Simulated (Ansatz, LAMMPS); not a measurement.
# Localised basis functions on glassy 21Sc2O3-79SiO2 (mol %) (116 atoms)

Aim: test how closely localised support functions follow the reference on glassy 21Sc2O3-79SiO2 (mol %) (116 atoms), and at what cost. A setting counts as converged where the r.m.s. difference of forces stays under 1 % of the r.m.s. force.

Calculated with Ansatz 0.2.0; Kohn-Sham DFT, PBE, PAW (set soft_2), plane waves.

### Step 1. The starting structure

The cell holds 116 atoms: 14 Sc, 27 Si and 75 O. Cell: a = 11.664 Å, b = 11.664 Å, c = 11.664 Å, α = 90.0°, β = 90.0°, γ = 90.0°. 116 atoms (14 Sc, 27 Si, 75 O) placed at random at 2.6 g/cm³, melted at 4000 K for 10 ps at fixed volume with the Morse and Coulomb pair potential with partial charges (Pedone, Malavasi, Menziani, Cormack and Segre, J. Phys. Chem. B 110, 11780 (2006)). Quenched from 4000 K to 300 K at 100 K/ps and fixed volume, held 10 ps at zero pressure.

Limits known from the start: The quench rate of 100 K/ps is many orders above laboratory rates, so the cell is likely richer in defects and strain than a real sample. The starting topology of bonds comes from the classical model, and needn't be the one that DFT or experiment would give. Only the Γ point is sampled, in a cell whose shortest periodic width is 12 Å.

### Step 2. Making the structure

A classical potential makes the cell, at a small fraction of what the same run would cost in DFT.

This step: classical MD, Morse and Coulomb pair potential with partial charges (Pedone, Malavasi, Menziani, Cormack and Segre, J. Phys. Chem. B 110, 11780 (2006)) (LAMMPS 22 Jul 2025 - Update 4).

in.lmp reads:

```
# melt-quench of Sc14Si27O75
units metal
atom_style charge
boundary p p p
region box block 0 11.8214 0 11.8214 0 11.8214
create_box 3 box
mass 1 44.9559   # Sc
mass 2 28.0850   # Si
mass 3 15.9990   # O
create_atoms 1 random 14 427465 NULL overlap 1.5 maxtry 2000
create_atoms 2 random 27 427472 NULL overlap 1.5 maxtry 2000
create_atoms 3 random 75 427479 NULL overlap 1.5 maxtry 2000
pair_style hybrid/overlay pedone 5.5 coul/long 8.0
pair_coeff * * coul/long
pair_coeff 1 3 pedone 0.000333 3.144445 3.200000 2.6   # Sc-O
pair_coeff 2 3 pedone 0.340554 2.006700 2.100000 1   # Si-O
pair_coeff 3 3 pedone 0.042395 1.379316 3.618701 22   # O-O
set type 1 charge 1.8
set type 2 charge 2.4
set type 3 charge -1.2
kspace_style pppm 1.0e-4
neigh_modify delay 0 every 1 check yes
thermo_style custom step time temp pe press density
thermo_modify norm yes
timestep 0.002
thermo 100
min_style cg
minimize 1e-4 1e-4 200 2000
reset_timestep 0
velocity all create 4000 427466 mom yes dist gaussian
fix lim all nve/limit 0.05
fix lan all langevin 4000 4000 0.2 427467 zero yes
thermo 500
run 1000 post no
# [... 7 lines left out ...]
fix md all nvt temp 4000 300 0.2
run 18500 post no
unfix md
thermo 1666
fix md all npt temp 300 300 0.2 iso 0 0 2
run 5000 post no
unfix md
write_dump all custom glass.dump id type xs ys zs modify sort id
```

Launch:

```
> lmp -in in.lmp -log none -nocite
```

What it wrote:

```text
LAMMPS (22 Jul 2025 - Update 4)
Created orthogonal box = (0 0 0) to (11.8214 11.8214 11.8214)
Created 14 atoms
Created 27 atoms
Created 75 atoms
PPPM initialization ...
  G vector (1/distance) = 0.37487731
  grid = 12 12 12
  estimated relative force accuracy = 8.7498979e-05
   Step          Time           Temp          PotEng         Press         Density
         0   0              0             -1.7898757      658487.14      2.6009973
        88   0.176          0             -15.602632     -9756.8307      2.6009973
Loop time of 0.05268 s on 1 MPI rank(s) for 88 steps with 116 atoms
Minimization stats:
  Stopping criterion = energy tolerance
[... 17 lines left out ...]
[... 1 line left out ...]
Loop time of 2.13382 s on 1 MPI rank(s) for 5000 steps with 116 atoms
   Step          Time           Temp          PotEng         Press         Density
[... 12 lines left out ...]
Loop time of 7.58746 s on 1 MPI rank(s) for 18500 steps with 116 atoms
   Step          Time           Temp          PotEng         Press         Density
[... 1 line left out ...]
     24990   49.98          297.75035     -15.753299      6561.2479      2.7117507
     26656   53.312         282.87686     -15.757302     -3264.7288      2.6988562
     28322   56.644         310.91198     -15.757429      13633.638      2.7299306
     29500   59             311.75681     -15.758641      383.50542      2.7080165
Loop time of 2.59575 s on 1 MPI rank(s) for 5000 steps with 116 atoms
```

It took 13 s on 1 thread of Arm Neoverse V2, shared host; peak memory 0.07 GiB.

### Step 3. Plane-wave single point

This run is the reference for what follows, at a cutoff of 420 eV.

input.yaml reads:

```yaml
crystal:
  lattice:
    - [11.66358, 0.0, 0.0]
    - [0.0, 11.66358, 0.0]
    - [0.0, 0.0, 11.66358]
  atoms:
    - { symbol: Sc, position: [0.77454, 0.2281, 0.57273] }
    - { symbol: Sc, position: [0.15878, 0.73542, 0.86739] }
    - { symbol: Sc, position: [0.34621, 0.71337, 0.14219] }
    - { symbol: Sc, position: [0.70342, 0.20679, 0.1007] }
    - { symbol: Sc, position: [0.55224, 0.39168, 0.54635] }
    - { symbol: Sc, position: [0.46065, 0.65233, 0.46404] }
    - { symbol: Sc, position: [0.54018, 0.11588, 0.64022] }
    - { symbol: Sc, position: [0.13785, 0.9652, 0.31126] }
    - { symbol: Sc, position: [0.91828, 0.30365, 0.32567] }
    - { symbol: Sc, position: [0.92764, 0.89543, 0.47762] }
    - { symbol: Sc, position: [0.14679, 0.47742, 0.06236] }
    - { symbol: Sc, position: [0.25792, 0.5771, 0.62221] }
    - { symbol: Sc, position: [0.97148, 0.95225, 0.93031] }
    - { symbol: Sc, position: [0.65179, 0.13568, 0.35135] }
    - { symbol: Si, position: [0.2494, 0.01327, 0.93183] }
    - { symbol: Si, position: [0.60216, 0.85814, 0.50894] }
    - { symbol: Si, position: [0.46452, 0.29967, 0.18787] }
    - { symbol: Si, position: [0.94684, 0.66804, 0.00534] }
    - { symbol: Si, position: [0.77772, 0.45906, 0.95138] }
    - { symbol: Si, position: [0.25566, 0.05518, 0.66418] }
    - { symbol: Si, position: [0.4663, 0.26307, 0.81375] }
    - { symbol: Si, position: [0.62054, 0.69204, 0.7217] }
    - { symbol: Si, position: [0.41967, 0.92679, 0.33459] }
    - { symbol: Si, position: [0.2202, 0.1917, 0.13112] }
    - { symbol: Si, position: [0.39214, 0.66194, 0.86852] }
    - { symbol: Si, position: [0.69943, 0.52581, 0.31466] }
    - { symbol: Si, position: [0.20788, 0.34638, 0.79918] }
    - { symbol: Si, position: [0.76848, 0.77731, 0.33075] }
    - { symbol: Si, position: [0.77555, 0.48189, 0.69582] }
    - { symbol: Si, position: [0.6386, 0.69985, 0.11881] }
    - { symbol: Si, position: [0.09394, 0.51428, 0.42438] }
    - { symbol: Si, position: [0.03145, 0.15838, 0.69762] }
    - { symbol: Si, position: [0.32738, 0.5026, 0.28386] }
    - { symbol: Si, position: [0.70895, 0.8496, 0.89588] }
    - { symbol: Si, position: [0.52405, 0.46026, 0.96936] }
    - { symbol: Si, position: [0.51137, 0.02998, 0.93856] }
    - { symbol: Si, position: [0.00958, 0.71913, 0.26036] }
    - { symbol: Si, position: [0.89447, 0.05916, 0.20837] }
    - { symbol: Si, position: [0.98889, 0.64527, 0.63484] }
    - { symbol: Si, position: [0.23755, 0.84919, 0.51031] }
    - { symbol: Si, position: [0.82057, 0.02621, 0.73763] }
    - { symbol: O, position: [0.27046, 0.54879, 0.15987] }
    - { symbol: O, position: [0.04831, 0.61093, 0.33515] }
    - { symbol: O, position: [0.08084, 0.63309, 0.9878] }
    - { symbol: O, position: [0.31213, 0.72491, 0.96681] }
    - { symbol: O, position: [0.59299, 0.49744, 0.40152] }
    - { symbol: O, position: [0.89896, 0.54798, 0.67287] }
    - { symbol: O, position: [0.09166, 0.57873, 0.5485] }
    - { symbol: O, position: [0.49144, 0.39523, 0.08949] }
    - { symbol: O, position: [0.67795, 0.57518, 0.7043] }
    - { symbol: O, position: [0.21116, 0.11363, 0.01574] }
    - { symbol: O, position: [0.59046, 0.92412, 0.90423] }
    - { symbol: O, position: [0.93144, 0.7321, 0.55343] }
    - { symbol: O, position: [0.25306, 0.04376, 0.79709] }
    - { symbol: O, position: [0.22128, 0.41964, 0.6899] }
    - { symbol: O, position: [0.94006, 0.99213, 0.09748] }
    - { symbol: O, position: [0.70534, 0.77986, 0.7748] }
    - { symbol: O, position: [0.58836, 0.74389, 0.58713] }
    - { symbol: O, position: [0.5063, 0.69736, 0.79952] }
    - { symbol: O, position: [0.29959, 0.92444, 0.40467] }
    - { symbol: O, position: [0.72708, 0.11557, 0.70467] }
    - { symbol: O, position: [0.36333, 0.21408, 0.14225] }
    - { symbol: O, position: [0.02743, 0.40068, 0.41316] }
    - { symbol: O, position: [0.05146, 0.70037, 0.73688] }
    - { symbol: O, position: [0.67518, 0.58093, 0.18546] }
    - { symbol: O, position: [0.33137, 0.28903, 0.83487] }
    - { symbol: O, position: [0.1458, 0.91597, 0.93049] }
    - { symbol: O, position: [0.60577, 0.22168, 0.49873] }
    - { symbol: O, position: [0.16673, 0.3187, 0.12571] }
    - { symbol: O, position: [0.74792, 0.64692, 0.37045] }
    - { symbol: O, position: [0.12241, 0.80276, 0.23877] }
    - { symbol: O, position: [0.10481, 0.24954, 0.77642] }
    - { symbol: O, position: [0.39681, 0.62117, 0.30475] }
    - { symbol: O, position: [0.96592, 0.01061, 0.32153] }
    - { symbol: O, position: [0.75019, 0.06295, 0.21963] }
    - { symbol: O, position: [0.58438, 0.96279, 0.58911] }
    - { symbol: O, position: [0.58368, 0.25678, 0.22711] }
    - { symbol: O, position: [0.81828, 0.19048, 0.4078] }
    [... 32 atom lines left out ...]
    - { symbol: O, position: [0.87209, 0.5555, 0.98124] }
    - { symbol: O, position: [0.22907, 0.49743, 0.3798] }
    - { symbol: O, position: [0.9326, 0.21127, 0.63122] }
    - { symbol: O, position: [0.95672, 0.07058, 0.79492] }
    - { symbol: O, position: [0.38252, 0.98745, 0.96491] }
    - { symbol: O, position: [0.39492, 0.87664, 0.21693] }
kpoints:
  mp_grid: { grid: [1, 1, 1] }
hamiltonian:
  xc: pbe
scf:
  occupations: { method: fixed }
output:
  forces: true
  stress: true
  populations: true
  dos:
    method: { smearing: { sigma: 0.15 } }
    de: 0.1
    projected: { site_lists: { O: [O], Sc: [Sc], Si: [Si] } }
  eigenvalues: true
  write_density: true
  write_potential: true
  volumetric_format: npy
  elf: true
```

Launch:

```
> ansatz run input.yaml --threads 8 --pin off --max-ram 15872MiB --backend cpu --events-out ev --progress --plain --runs-dir out
```

What it wrote:

```text
Engine: ansatz 0.2.0, aarch64-unknown-linux-gnu
Pseudopotentials: kind: paw
Pseudopotential: Sc, paw, valence charge 11, recommended cutoff 420 eV (normal), Sc.paw.azcp
Pseudopotential: Si, paw, valence charge 4, recommended cutoff 420 eV (normal), Si.paw.azcp
Pseudopotential: O, paw, valence charge 6, recommended cutoff 420 eV (normal), O.paw.azcp
Functional definition: PBE
  parameter kappa = 0.804
  parameter beta = 0.066725
  exchange = pbe_x(kappa = kappa, mu = beta*pi^2/3)
  correlation = pbe_c(beta = beta)
Crystal: 116 atoms, lattice volume = 1586.703 Å³
Basis set: ecut = 420 eV, 31103 PW (Γ), exchange–correlation on 160×160×160 points (8 copies of the dense FFT grid, shifted against one another)
Bands: 472, of which v1, the nominal top of the filled ones, is band 356 counted from 1 (355 counted from 0)
Symmetry: 1 space group operations
Space group: P1 (ITA 1), of the structure as read, at distance tolerance 1.2e-4 Å
k-points: 1
Non-local potential: Sc, projectors of the file, l = 0: 3, l = 1: 2, l = 2: 3, l = 3: 1
Non-local potential: Si, projectors of the file, l = 0: 2, l = 1: 2, l = 2: 2
Non-local potential: O, projectors of the file, l = 0: 2, l = 1: 2, l = 2: 1
PAW form: soft (Blöchl's): semilocal exchange-correlation on the pseudo side does not see the compensation charge
PAW one-centre angular grid: Sc, 590 points (default); XC on 64 Gauss nodes
PAW one-centre angular grid: Si, 110 points (default); XC on 64 Gauss nodes
PAW one-centre angular grid: O, 110 points (default); XC on 64 Gauss nodes
Initial density: superposition of atomic densities (neutral atoms: chi_scale 0, normalization atom), corrected by the library's trained network
Initial wavefunctions: pseudopotential atomic-orbital guess
Functional: x = pbe(κ = 0.804, μ = 0.219515), c = pbe(β = 0.066725)
SCF iter   1: F=—  HF=-89767.183681 eV  |F-HF|=—  |Δ(HF+E_count)|=         —  Δρ=2.73e-3  dr2=1.14e-1  ethr=1.77e-3  ⟨swp⟩=5.0  Hψ=1638  notcnv=0  defer=113
preconditioner: auto → Resta (q_TF=auto, 2.387 Å⁻¹)  ε∞=4.1  [insulator: Δε(μ)=3.011 eV  Ē_g=13.062 eV  n_scr=364 (ndim 8)  ℏωp=22.8 eV  f_vac=0.153  ε∞_Penn≈4.1]
SCF iter   2: F=—  HF=-89767.183931 eV  |F-HF|=—  |Δ(HF+E_count)|=   2.50e-4  Δρ=1.42e-3  dr2=2.69e-2  ethr=1.61e-5  ⟨swp⟩=2.0  Hψ=771  notcnv=0  defer=114
SCF iter   3: F=—  HF=-89767.188273 eV  |F-HF|=—  |Δ(HF+E_count)|=   4.34e-3  Δρ=6.37e-4  dr2=8.54e-3  ethr=3.78e-6  ⟨swp⟩=2.0  Hψ=591  notcnv=0  defer=114
SCF iter   4: F=—  HF=-89767.188833 eV  |F-HF|=—  |Δ(HF+E_count)|=   5.61e-4  Δρ=2.27e-4  dr2=1.13e-3  ethr=1.20e-6  ⟨swp⟩=2.0  Hψ=597  notcnv=0  defer=114
SCF iter   5: F=—  HF=-89767.188892 eV  |F-HF|=—  |Δ(HF+E_count)|=   5.85e-5  Δρ=1.38e-4  dr2=3.31e-4  ethr=1.59e-7  ⟨swp⟩=2.0  Hψ=590  notcnv=0  defer=113
SCF iter   6: F=—  HF=-89767.188958 eV  |F-HF|=—  |Δ(HF+E_count)|=   6.65e-5  Δρ=5.71e-5  dr2=5.69e-5  ethr=4.65e-8  ⟨swp⟩=2.0  Hψ=590  notcnv=0  defer=112
SCF iter   7: F=—  HF=-89767.188331 eV  |F-HF|=—  |Δ(HF+E_count)|=   6.28e-4  Δρ=2.44e-5  dr2=9.55e-6  ethr=7.99e-9  ⟨swp⟩=2.0  Hψ=820  notcnv=0  defer=112
SCF iter   8: F=—  HF=-89767.188333 eV  |F-HF|=—  |Δ(HF+E_count)|=   2.69e-6  Δρ=1.07e-5  dr2=1.96e-6  ethr=1.34e-9  ⟨swp⟩=2.0  Hψ=631  notcnv=0  defer=112
SCF iter   9: F=—  HF=-89767.188335 eV  |F-HF|=—  |Δ(HF+E_count)|=   1.03e-6  Δρ=4.45e-6  dr2=3.57e-7  ethr=2.75e-10  ⟨swp⟩=2.0  Hψ=603  notcnv=0  defer=112
SCF iter  10: F=-89767.188335 eV  HF=-89767.188335 eV  |F-HF|=1.63e-8  |Δ(HF+E_count)|=   1.62e-7  Δρ=2.34e-6  dr2=8.95e-8  ethr=1.40e-11  ⟨swp⟩=20.0  Hψ=4192  notcnv=0
SCF 1 converged in 10 iterations: F = -89767.188335 eV  dr2 = 8.95e-8
  greatest PAW one-centre occupation: 0.998 electrons in one spin orbital (limit 2), on the Sc atom at site 0 (counted from 0), in its partial waves of l = 0
WARN: The input density's exchange-correlation potential varies sharply where the density is thin. Do not read a vacuum level from v_tot or v_xc, or from such a field of the output density. On a cell that repeats whose density bears no net charge and no dipole along the vacuum's axis use v_es (v_loc + v_h of the components); [...]
SCF converged after 10 iterations
Free energy (F): -89767.188335 eV
Harris-Foulkes:  -89767.188335 eV  (|F-HF|=1.63e-8)
Internal energy: -89767.188335 eV  (E = F + TS)
E sigma→0 (E₀):  -89767.188335 eV
Fermi energy:    4.295011 eV
--- Per-component energies (eV) ---
  E_band       = -5009.242646
  E_kinetic    = 18240.532229
  E_local      = -54752.157119  (includes V_loc(G=0)·N_el)
  E_nonlocal   = 5362.135930
  E_hartree    = 20388.698280
  E_xc         = -8558.316009
  E_vxc        = -10228.673139  (∫ρ·V_xc dr)
  E_paw        = -39119.453386  (= ΣΔE_a)
  E_vpaw       = -4408.662446  (= ΣTr[D̂ρ^β])
  E_aug_tail   = 0.190954  (compensation charges beyond the density's cutoff)
  E_ewald      = -31328.819213
  E_smearing   = -0.000000  (= −TS)
  E_closure    = -0.000000  (closes the sum)
  Σ components = -89767.188335   (vs F -89767.188335, Δ=0.00e0)
--- Forces (eV/Å), atoms counted from 1 ---
  atom   1  Sc     1.34309860     0.12166838    -0.31648309
  atom   2  Sc    -0.58518979     0.02424448     0.20672646
  atom   3  Sc     1.59460407     1.26010275     0.87399122
  atom   4  Sc    -0.49813539    -0.20295306    -0.82493292
  atom   5  Sc    -0.21524262     0.34847963    -0.22448236
  atom   6  Sc    -0.06997936    -1.15772728    -0.63559945
  atom   7  Sc    -1.53599594     0.64428825    -0.09408208
  atom   8  Sc     0.15579090    -0.05268362    -1.29830058
  atom   9  Sc    -1.53844878     0.57404490    -0.38872592
  atom  10  Sc     0.78218376    -1.21937577     2.46319659
  atom  11  Sc     0.65557433    -2.20260951    -1.71673866
  atom  12  Sc     0.70982509    -2.26699502     1.02593837
  atom  13  Sc    -0.06260517    -0.19630093     2.53474042
  atom  14  Sc    -1.23892888    -0.35202023    -0.70312834
[...]
atom 115  O     -0.26058133    -1.15249706     0.31435255
  atom 116  O     -1.38902056    -2.43726663    -3.36247440
  max |Σ_I F_I| component: 1.52e-4 eV/Å
--- Stress (GPa, compression-positive) ---
        2.763525      -0.301378       0.673932
       -0.301378       3.313823       1.920003
        0.673931       1.920003       5.713481
  P = ⅓ Tr σ = 3.9303 GPa (39.303 kbar)
--- Band table (eV) ---
  k-point 0: bands = ["-45.0267", "-44.7826", "-44.7023", "-44.6894", [... 456 levels ...], "12.6553", "12.7162", "12.7727", "12.7942", "12.8379", "12.8975", "12.9228", "12.9778", "13.0247", "13.0692", "13.0804", "13.1306"]
--- Löwdin populations: 116 sites ---
  site symbol       q [e]
     0     Sc      9.7648
     1     Sc      9.6683
     2     Sc      9.6240
[...]
115      O      6.8184
  spilling = 0.009749 (of n_electrons = 712.000000)
```

Run time: 19 s. Hardware: 8 threads of Arm Neoverse V2, shared host; peak memory 2.3 GiB.

The program notes that the exchange-correlation potential is rough where the density is thin.

Read from the output:

| Item | Value |
| --- | --- |
| free energy | -89767.1883 eV |
| free energy per atom | -773.8551 eV/atom |
| SCF cycles | 10 |
| pressure | 3.93 GPa |
| r.m.s. force component | 1.347 eV/Å |
| longest force | 5.541 eV/Å |
| Fermi energy | 4.295 eV |
| gap (highest filled to lowest empty level) | 2.979 eV |
| spilling of the projection | 0.009749 |

The r.m.s. force component of 1.3 eV/Å sets the scale for the differences below.

### Step 4. Support functions low

With localised support functions most steps grow linearly with size, though the diagonalisation grows faster unless the density matrix is cut; this run measures error and cost at this size.

This step: Kohn-Sham DFT, PBE, PAW (set soft_2), localised support functions (low) (Ansatz 0.2.0).

input.yaml, the sections that differ from step 3:

```yaml
scf:
  occupations: { method: fixed }
  eigensolver: { kind: { support_functions: { accuracy: low } } }
  max_iter: 150
output:
  forces: true
  eigenvalues: true
# crystal, kpoints, hamiltonian: as in step 3
```

What it wrote:

```text
Warning: scf.eigensolver.kind.support_functions: disabling space-group detection — the functions' gradient is summed over unrotated k-points, so no spatial operation reduces the k-mesh or symmetrises the density; time reversal is kept, so that k and −k are solved as one point where they differ and the mesh holds both, and exact exchange and, on two spinor components, a DFT+U term hold to it where the run has them: [...]
settings of this run that can trade accuracy for cost: scf.eigensolver.kind.support_functions; scf.eigensolver.kind.support_functions.accuracy: low [...]
[...]
Crystal: 116 atoms, lattice volume = 1586.703 Å³
Basis set: ecut = 420 eV, 31103 PW (Γ), exchange–correlation on 180×180×180 points (8 copies of the dense FFT grid, shifted against one another)
Bands: 428, of which v1, the nominal top of the filled ones, is band 356 counted from 1 (355 counted from 0)
Symmetry: 1 space group operations
k-points: 1
[...]
SCF iter   1: F=—  HF=-89773.565770 eV  |F-HF|=—  |Δ(HF+E_count)|=         —  Δρ=1.36e-1  dr2=8.30e2  ethr=1.00e-1
[...]
SCF iter  15: F=—  HF=-89767.721900 eV  |F-HF|=—  |Δ(HF+E_count)|=   1.39e-3  Δρ=3.16e-5  dr2=3.06e-5  ethr=1.42e-8  κ⁻¹=1.4e-4(r=7)
SCF iter  16: F=-89767.723075 eV  HF=-89767.723077 eV  |F-HF|=2.01e-6  |Δ(HF+E_count)|=   1.18e-3  Δρ=1.48e-5  dr2=8.89e-6  ethr=4.29e-9
SCF 1 converged in 16 iterations: F = -89767.742262 eV  dr2 = 8.89e-6
[...]
SCF converged after 16 iterations
Stability not checked: this state was not tested for a lower state beside it, because the mixer in use, unlike msr1, does not test its closes by its own steps (another_mixer; see scf.mixing.algorithm and scf.lower_state_search)
Free energy (F): -89767.742262 eV
[...]
Internal energy: -89767.742262 eV  (E = F + TS)
E sigma→0 (E₀):  -89767.742262 eV
Fermi energy:    4.295321 eV
[...]
Σ components = -89767.742262   (vs F -89767.742262, Δ=0.00e0)
--- Forces (eV/Å), atoms counted from 1 ---
  atom   1  Sc     1.34327897     0.12155081    -0.31688621
  atom   2  Sc    -0.58499006     0.02340885     0.20721988
  atom   3  Sc     1.59496346     1.25936042     0.87326500
  atom   4  Sc    -0.49892425    -0.20230145    -0.82457369
[...]
atom 116  O     -1.38863292    -2.43697389    -3.36209810
  max |Σ_I F_I| component: 2.54e-3 eV/Å
--- Band table (eV) ---
[...]
```

Run time: 1.8 min. Hardware: 8 threads; peak memory 5.4 GiB.

The program notes that the band table was not solved further than the SCF left it and it switched symmetry off.

Keys that differ from the reference: support_functions.accuracy = "low" and scf.max_iter = 150.

Forces differ from the reference by 0.66 meV/Å r.m.s., 0.049 % of their size, well within a tolerance of 1 %; the energy by -4.8 meV/atom. It took roughly 5.7 times the reference's time (one timing each, with unlike analyses asked), in 16 cycles against 10.

(Part 1 of 3 ends here.)

[Long decimals in the printed logs are rounded to 6 places.]

[Logs are printed without paths, hosts, clocks, repeated set-up lines and the standing remarks that a program may print on its own settings, such as how far it seeks lower states.]

[Hosts, paths, dates, database ids (printed as entryN), source tags and the programs' standing remarks are cut or masked in the printed files.]
